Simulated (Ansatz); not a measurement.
# Ba2BrClF2: complex band structure, part 2 of 2

Aim: relax a made-up compound, Ba2BrClF2, and see how good a tunnel barrier it would be. It is built by putting Cl for I in the Ba2IBrF2 structure of space group P4mm, with the volume rescaled by atomic radii. The parent structure comes from the Materials Project.

Ansatz 0.2.0; PBE DFT, plane waves, PAW files (the session's first sound run).

So far, gap on path (eV): step 3 (the bulk crystal and its band edges, PBE) 5.14; step 6 (PBEsol) 4.99.

The structure was built from a prototype and need not be the compound's stable phase.

## (7) Complex bands at another level

This step: PBEsol DFT, plane waves, PAW files; complex bands by layer matching along the plane's normal (Ansatz 0.2.0).

The complex bands at that level, over its own gap, at (0, 0) and (0.5, 0).

Contents of input.yaml:

```yaml
crystal:
  lattice:
    - [4.48419611, 0.0, 0.0]
    - [0.0, 7.495552167, 0.0]
    - [0.0, 0.0, 4.48419611]
  atoms:
    - { symbol: Ba, position: [0.5, 0.8009777656, 0.5] }
    - { symbol: Ba, position: [0.0, 0.1941952603, 0.0] }
    - { symbol: Cl, position: [0.0, 0.6524974097, 0.0] }
    - { symbol: Br, position: [0.5, 0.3552069782, 0.5] }
    - { symbol: F, position: [0.0, 0.9985612931, 0.5] }
    - { symbol: F, position: [0.5, 0.9985612931, 0.0] }
kpoints:
  mp_grid: { grid: [6, 4, 6] }
scf:
  occupations: { method: fixed }
hamiltonian:
  xc: pbesol
output:
  eigenvalues: true
  transmission:
    leads: [[0, 0]]
    kpoints: [[0.0, 0.0], [0.5, 0.0]]
    e_range: [-1.0, 5.99]
    de: 0.14
```

Run with:

```bash
> ansatz run input.yaml --threads 2 --pin off --max-ram 4096MiB --backend cpu --events-out ev --progress --plain --runs-dir out
```

It took 65 s on 2 threads of Arm Neoverse V2, shared host; peak memory 0.97 GiB; 1.8 min of CPU time.

This step gave:

```
level to which the leads are filled                       : 2.497 eV from the Fermi level
decay constant at the filling level, zone centre          : 0.3656 Å⁻¹
decay constant at the filling level, slowest listed point : 0.3656 Å⁻¹
```

K parallel (0, 0); values up to 1.5 1/Å, a degenerate pair printed once or twice; energies at which all values exceed this have no row. The Im kz of the slowest decaying states by energy, zero at the highest filled level on the SCF mesh:

| energy (eV) | decay 1 (Å⁻¹) | decay 2 (Å⁻¹) | decay 3 (Å⁻¹) | decay 4 (Å⁻¹) |
| --- | --- | --- | --- | --- |
| -1.00 | 0.402 | 0.453 | 0.701 | 0.703 |
| -0.72 | 0.0614 | 0.104 | 0.149 | 0.464 |
| -0.44 | 0.333 | 0.475 | 0.488 | 0.736 |
| -0.16 | 0.392 | 0.464 | 0.592 | 0.732 |
| -0.02 | 0.0402 | 0.387 | 0.478 | 0.628 |
| 0.12 | 0.135 | 0.221 | 0.405 | 0.500 |
| 0.40 | 0.228 | 0.370 | 0.530 | 0.539 |
| 0.68 | 0.278 | 0.448 | 0.565 | 0.567 |
| 0.96 | 0.311 | 0.498 | 0.542 | 0.587 |
| 1.24 | 0.334 | 0.533 | 0.535 | 0.600 |
| 1.52 | 0.349 | 0.529 | 0.557 | 0.608 |
| 1.80 | 0.359 | 0.519 | 0.574 | 0.613 |
| 2.08 | 0.365 | 0.508 | 0.585 | 0.613 |
| 2.36 | 0.366 | 0.493 | 0.593 | 0.611 |
| 2.50 | 0.366 | 0.484 | 0.595 | 0.608 |
| 2.78 | 0.362 | 0.465 | 0.597 | 0.602 |
| 3.06 | 0.355 | 0.442 | 0.592 | 0.596 |
| 3.34 | 0.344 | 0.416 | 0.580 | 0.592 |
| 3.62 | 0.329 | 0.386 | 0.564 | 0.585 |
| 3.90 | 0.310 | 0.351 | 0.546 | 0.576 |
| 4.18 | 0.283 | 0.312 | 0.525 | 0.564 |
| 4.46 | 0.241 | 0.272 | 0.499 | 0.549 |
| 4.74 | 0.171 | 0.231 | 0.469 | 0.524 |
| 5.02 | 0.180 | 0.432 | 0.486 | 0.507 |
| 5.30 | 0.0950 | 0.387 | 0.444 | 0.480 |
| 5.58 | 0.327 | 0.396 | 0.446 | 0.519 |
| 5.86 | 0.235 | 0.339 | 0.404 | 0.482 |

K parallel (0.5, 0); values up to 1.5 1/Å, a degenerate pair printed once or twice; energies at which all values exceed this have no row. Table of Im kz of the slowest decaying states by energy, zero at the highest filled level on the SCF mesh:

| energy (eV) | decay 1 (Å⁻¹) | decay 2 (Å⁻¹) | decay 3 (Å⁻¹) | decay 4 (Å⁻¹) |
| --- | --- | --- | --- | --- |
| -1.00 | 0.0729 | 0.0770 | 0.290 | 0.310 |
| -0.72 | 0.0277 | 0.174 | 0.199 | 0.246 |
| -0.30 | 0.127 | 0.169 | 0.349 | 0.361 |
| -0.02 | 0.379 | 0.404 | 0.414 | 0.484 |
| 0.40 | 0.476 | 0.494 | 0.519 | 0.561 |
| 0.68 | 0.514 | 0.529 | 0.558 | 0.592 |
| 1.10 | 0.552 | 0.565 | 0.598 | 0.622 |
| 1.38 | 0.570 | 0.582 | 0.617 | 0.636 |
| 1.80 | 0.589 | 0.599 | 0.638 | 0.650 |
| 2.08 | 0.598 | 0.607 | 0.649 | 0.654 |
| 2.36 | 0.604 | 0.612 | 0.656 | 0.657 |
| 2.78 | 0.610 | 0.616 | 0.653 | 0.666 |
| 3.06 | 0.612 | 0.616 | 0.647 | 0.671 |
| 3.48 | 0.611 | 0.612 | 0.632 | 0.674 |
| 3.76 | 0.605 | 0.610 | 0.617 | 0.675 |
| 4.18 | 0.587 | 0.588 | 0.604 | 0.658 |
| 4.46 | 0.562 | 0.571 | 0.596 | 0.606 |
| 4.88 | 0.518 | 0.531 | 0.538 | 0.576 |
| 5.16 | 0.478 | 0.482 | 0.512 | 0.557 |
| 5.58 | 0.380 | 0.412 | 0.463 | 0.517 |
| 5.86 | 0.276 | 0.341 | 0.422 | 0.479 |

At the listed wavevectors the last open channel is at -0.02 eV and the next at +5.02 eV on the grid. At +2.50 eV, the grid energy nearest the filling level (the middle of the gap on the SCF mesh), the slowest state at the listed wavevectors decays with κ = 0.366 Å⁻¹, its amplitude falling by e over 2.7 Å; the first such run, plane (100), gave 0.378 Å⁻¹.

## (8) A repeat with changed settings

This step: PBE DFT, plane waves, PAW files; complex bands by layer matching along the plane's normal; changed: crystal.atoms[0].symbol = "ba", scf.max_iter = 80 (Ansatz 0.2.0).

This run repeats an earlier one, its twin (the complex run, plane (100)), with two settings changed (starting moments or atoms, scf.max_iter; files written aside). The setting was drawn as a possible misstep, on purpose. Where the input is shown as a difference, that is against the step before, not the twin.

input.yaml, as its differences from that of step 7:

```diff
@@ -6,3 +6,3 @@
   atoms:
-    - { symbol: Ba, position: [0.5, 0.8009777656, 0.5] }
+    - { symbol: ba, position: [0.5, 0.8009777656, 0.5] }
     - { symbol: Ba, position: [0.0, 0.1941952603, 0.0] }
@@ -16,4 +16,5 @@
   occupations: { method: fixed }
+  max_iter: 80
 hamiltonian:
-  xc: pbesol
+  xc: pbe
 output:
@@ -23,3 +24,3 @@
     kpoints: [[0.0, 0.0], [0.5, 0.0]]
-    e_range: [-1.0, 5.99]
+    e_range: [-1.0, 6.14]
     de: 0.14
```

Elapsed: 0.02 s, on 2 threads; peak memory 0.02 GiB.

The program refused the input before any cycle.

The program's message: “Error: YAML parse error: error: line 7 column 17: `ba` is not an element symbol (H … Og, case-exact)”

The change that led to it: crystal.atoms[0].symbol = "ba".

## (9) Summary of results

```json
{"band gap": "5.14 eV", "least decay constant at mid-gap, normal to (100)": "0.378 Å⁻¹", "least decay constant at mid-gap, normal to (001)": "0.376 Å⁻¹", "least decay constant, PBEsol": "0.366 Å⁻¹"}
```

What this shows: With PBE, the slowest decay at the wavevectors tried is κ = 0.376 Å⁻¹, normal to (001). Through such a film the transmission near mid-gap falls as exp(−2κd), a factor of ten every 3.1 Å. The directions tried decay at nearly the same rate. A free electron under a barrier of half the gap would need a mass of 0.21 mₑ to decay at this rate. With PBEsol the gap goes from 5.14 to 4.99 eV and the decay constant, over the first 2 listed wavevectors, from 0.378 to 0.366 Å⁻¹. The compound is made up by substitution; its stability against other phases and against distortions of the cell's symmetry was not tested. A semilocal functional narrows gaps, so real decay constants are likely larger.

[Logs are printed without paths, hosts, clocks, repeated set-up lines and the standing remarks that a program may print on its own settings, such as how far it seeks lower states.]

[Hosts, paths, dates, database ids (printed as entryN), source tags and the programs' standing remarks are cut or masked in the printed files.]
